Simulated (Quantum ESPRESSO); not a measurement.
# MgI2: optical spectrum from first principles, part 3 of 3

Aim: the dielectric function of MgI2, and the optical constants that follow from it. The cell comes from an older database entry, whose edges can differ from later determinations, mostly by under a per cent.

Quantum ESPRESSO 7.5; DFT, PBE, plane waves with norm-conserving potentials (PseudoDojo), scalar-relativistic, independent-particle optical response without local fields and without the non-local commutator.

So far. Step 2 (Ground state): There is a gap, 3.49 eV on this mesh (points off the mesh can give less), so no carriers' term is needed.

The database entry behind the starting cell has ideal inner coordinates that were not refined, so it need not match the best structure at ambient conditions.

### 5. Dielectric function

The spectrum is a sum over vertical transitions between filled and empty bands at the fixed density, so many empty bands are needed.

This step: DFT, PBE, plane waves with norm-conserving potentials (PseudoDojo), scalar-relativistic, independent-particle optical response without local fields and without the non-local commutator (Quantum ESPRESSO 7.5).

epsilon.in reads:

```
&inputpp
  prefix = 'x'
  outdir = './tmp'
  calculation = 'eps'
/
&energy_grid
  smeartype = 'gauss'
  intersmear = 0.4
  wmin = 0.0
  wmax = 22
  nw = 500
/
```

On the command line:

```
> mpirun -n 4 epsilon.x -nk 4 -in epsilon.in
```

Log:

```text
[banner, memory and clock lines left out]

     Broadcasting variables...

     IMPORTANT: XC functional enforced from input :
     Exchange-correlation= PBE
                           (   1   4   3   4   0   0   0)
     Any further DFT definition will be discarded

     G-vector sticks info

     Fermi energy [eV] is:  3.36427
     The system is a dielectric...
     metallic system: redefining wmin =     0.000000

     Performing eps calculation...

     xx,yy,zz plasmon frequences [eV] are:    13.374952372   13.374952344   13.379465601
```

Wall time 2.9 s (4 MPI ranks of Arm Neoverse V2, shared host); peak memory 0.07 GiB; 11 s of CPU time.

Numbers from this step:

```
electronic dielectric constant ε∞, mean over x, y and z (by symmetry where fewer were run) : 4.425
main peak of Im epsilon, first axis                                                        : 6.475 eV
centre of weight of the strongest loss peak in the window                                  : 15.79 eV
```

Values under the direct gap are tails of Lorentzian lines. Table of Im ε by photon energy; read off at these points:

```csv
photon energy (eV),E ∥ x or y,E ∥ z
0.0,0,0
1.0,0.0385,0.0358
2.0,0.0960,0.0884
3.0,0.238,0.215
4.0,1.31,1.13
5.0,6.21,4.21
6.0,6.45,8.63
6.2,7.12,9.00
6.5,7.53,8.61
7.0,7.21,7.55
8.0,5.11,5.66
9.0,2.61,2.40
10.0,1.89,1.67
11.0,1.25,1.18
12.0,0.845,0.911
13.0,0.668,0.694
14.0,0.470,0.501
15.0,0.423,0.420
16.0,0.324,0.308
17.0,0.263,0.277
18.0,0.217,0.205
19.0,0.188,0.180
20.0,0.126,0.136
21.0,0.125,0.116
22.0,0.107,0.109
```

Table of Re ε by photon energy:

```csv
photon energy (eV),E ∥ x or y,E ∥ z
0,4.46,4.36
1,4.55,4.44
2,4.87,4.74
3,5.62,5.43
4,7.47,7.26
5,7.17,6.43
6,3.80,5.90
7,0.783,0.247
8,-2.15,-2.49
9,-1.69,-1.90
10,-1.34,-1.20
11,-0.967,-0.843
12,-0.645,-0.603
13,-0.375,-0.293
14,-0.127,-0.214
15,0.0372,-0.0211
16,0.112,0.118
17,0.225,0.220
18,0.281,0.306
19,0.354,0.352
20,0.434,0.432
21,0.503,0.501
22,0.535,0.524
```

Table of refractive index n and extinction k by photon energy:

```csv
photon energy (eV),"n, E ∥ x or y","k, E ∥ x or y","n, E ∥ z","k, E ∥ z"
0,2.11,0,2.09,0
1,2.13,0.00902,2.11,0.00848
2,2.21,0.0217,2.18,0.0203
3,2.37,0.0502,2.33,0.0461
4,2.74,0.239,2.70,0.209
5,2.89,1.08,2.66,0.792
6,2.38,1.36,2.86,1.51
7,2.00,1.80,1.98,1.91
8,1.30,1.96,1.36,2.08
9,0.842,1.55,0.761,1.57
10,0.700,1.35,0.654,1.28
11,0.554,1.13,0.553,1.07
12,0.457,0.924,0.495,0.921
13,0.442,0.756,0.480,0.723
14,0.424,0.554,0.407,0.616
15,0.481,0.440,0.447,0.470
16,0.477,0.340,0.473,0.325
17,0.534,0.247,0.536,0.258
18,0.564,0.192,0.580,0.176
19,0.614,0.153,0.611,0.147
20,0.665,0.0950,0.665,0.102
21,0.715,0.0875,0.712,0.0817
22,0.735,0.0730,0.728,0.0748
```

Reflectivity at normal incidence against photon energy; read off at these points:

```csv
photon energy (eV),E ∥ x or y (%),E ∥ z (%)
0.00,12.8,12.4
0.50,12.8,12.5
1.00,13.1,12.7
1.50,13.5,13.1
2.00,14.2,13.7
2.50,15.1,14.6
3.00,16.6,16.0
3.50,18.8,18.1
4.00,22.0,21.4
4.50,26.3,23.5
5.00,29.0,24.1
5.50,29.6,26.2
6.00,28.2,33.4
6.50,32.4,35.3
7.00,34.6,36.8
7.50,38.9,38.1
8.00,43.1,45.1
8.50,44.7,49.9
9.00,41.9,45.4
9.50,38.7,43.0
10.00,40.7,40.1
10.27,41.6,41.6
10.50,40.8,40.0
11.00,39.9,37.9
11.50,38.4,34.9
12.00,38.6,35.8
12.50,35.3,35.7
13.00,33.3,29.3
13.50,33.8,30.5
14.00,27.4,31.0
14.50,24.8,25.6
15.00,19.4,22.8
15.50,19.0,22.1
16.00,16.9,16.8
16.50,13.8,13.3
17.00,11.5,11.6
17.50,9.90,11.1
18.00,9.16,8.19
18.50,6.91,6.88
19.00,6.55,6.60
19.50,5.50,5.26
20.00,4.35,4.41
20.50,3.50,3.82
21.00,3.02,3.05
21.50,2.82,2.81
22.00,2.50,2.67
```

Values under the direct gap are tails of Lorentzian lines. Table of loss function −Im 1/ε at q → 0 by energy loss; read off at these points:

```csv
energy loss (eV),E ∥ x or y,E ∥ z
0.0,0,0
1.0,0.00186,0.00181
2.0,0.00404,0.00394
3.0,0.00751,0.00729
4.0,0.0228,0.0209
5.0,0.0691,0.0712
6.0,0.115,0.0790
7.0,0.137,0.132
8.0,0.166,0.148
9.0,0.270,0.256
10.0,0.351,0.395
11.0,0.501,0.560
12.0,0.748,0.764
13.0,1.14,1.22
14.0,1.98,1.69
15.0,2.34,2.38
15.6,2.66,3.05
16.0,2.76,2.83
17.0,2.20,2.21
18.0,1.72,1.51
19.0,1.17,1.15
20.0,0.620,0.663
21.0,0.465,0.441
22.0,0.360,0.380
```

From ε follow the optical constants at some laser and lamp lines:

```csv
wavelength (nm),n xy,k xy,R (%) xy,1/α xy,n z,k z,R (%) z,1/α z
1064,2.14,0.011,13.2,7.9 µm,2.12,0.010,12.8,8.4 µm
633,2.20,0.021,14.1,2.4 µm,2.17,0.020,13.7,2.6 µm
532,2.25,0.028,14.8,1.5 µm,2.22,0.026,14.3,1.6 µm
405,2.39,0.054,16.8,602 nm,2.34,0.049,16.2,656 nm
365,2.49,0.084,18.3,345 nm,2.44,0.075,17.5,385 nm
308,2.75,0.253,22.2,97 nm,2.72,0.225,21.6,109 nm
193,2.32,1.619,32.0,9.5 nm,2.44,1.789,35.1,8.6 nm
```

Below the direct gap, k and the depth come from the tails of the Lorentzian lines, not from transitions.

Rows near the edge hang on the gap, which this functional as a rule makes too small, and phonon-assisted absorption is left out.

At 1064 nm the birefringence n(z) − n(x) is -0.026: the crystal is uniaxial negative at this level.

### 6. What came out

- electronic dielectric constant ε∞, mean over x, y and z (by symmetry where fewer were run) (independent particles): 4.42
- main peak of Im epsilon, first axis: 6.48 eV
- centre of weight of the strongest loss peak in the window, first axis: 15.8 eV

In words: At this level (PBE, independent particles) MgI2 has a mean ε∞ = 4.42 and n = 2.13 at 1550 nm (E ∥ x), and Im ε peaks at 6.5 eV (E ∥ x). Distinct maxima of Im ε, read by a parabola through the highest points, lie at 5.55 eV (7.0) and 6.48 eV (7.5) for E ∥ x or y. The static values by axis are 4.46 (xy), 4.36 (z). At 1064 nm the birefringence n(z) − n(x) is -0.026: the crystal is uniaxial negative at this level. Excitons and phonon-assisted transitions are missing, and so are local fields; PBE gaps are as a rule too small, which pulls the onset down and ε∞ up. Spin-orbit coupling is left out although heavy atoms are present. epsilon.x leaves out the commutator of the non-local potential, so its intensities are off, as a rule too high. The sum runs over mesh points, so small or evenly spaced maxima can still be ripples of the mesh.

[Machine, clock, banner and «Message from routine» lines are left out of the logs.]

[Logs are printed without paths, hosts, clocks, repeated set-up lines and the standing remarks that a program may print on its own settings, such as how far it seeks lower states.]

[Hosts, paths, dates, database ids (printed as entryN), source tags and the programs' standing remarks are cut or masked in the printed files.]
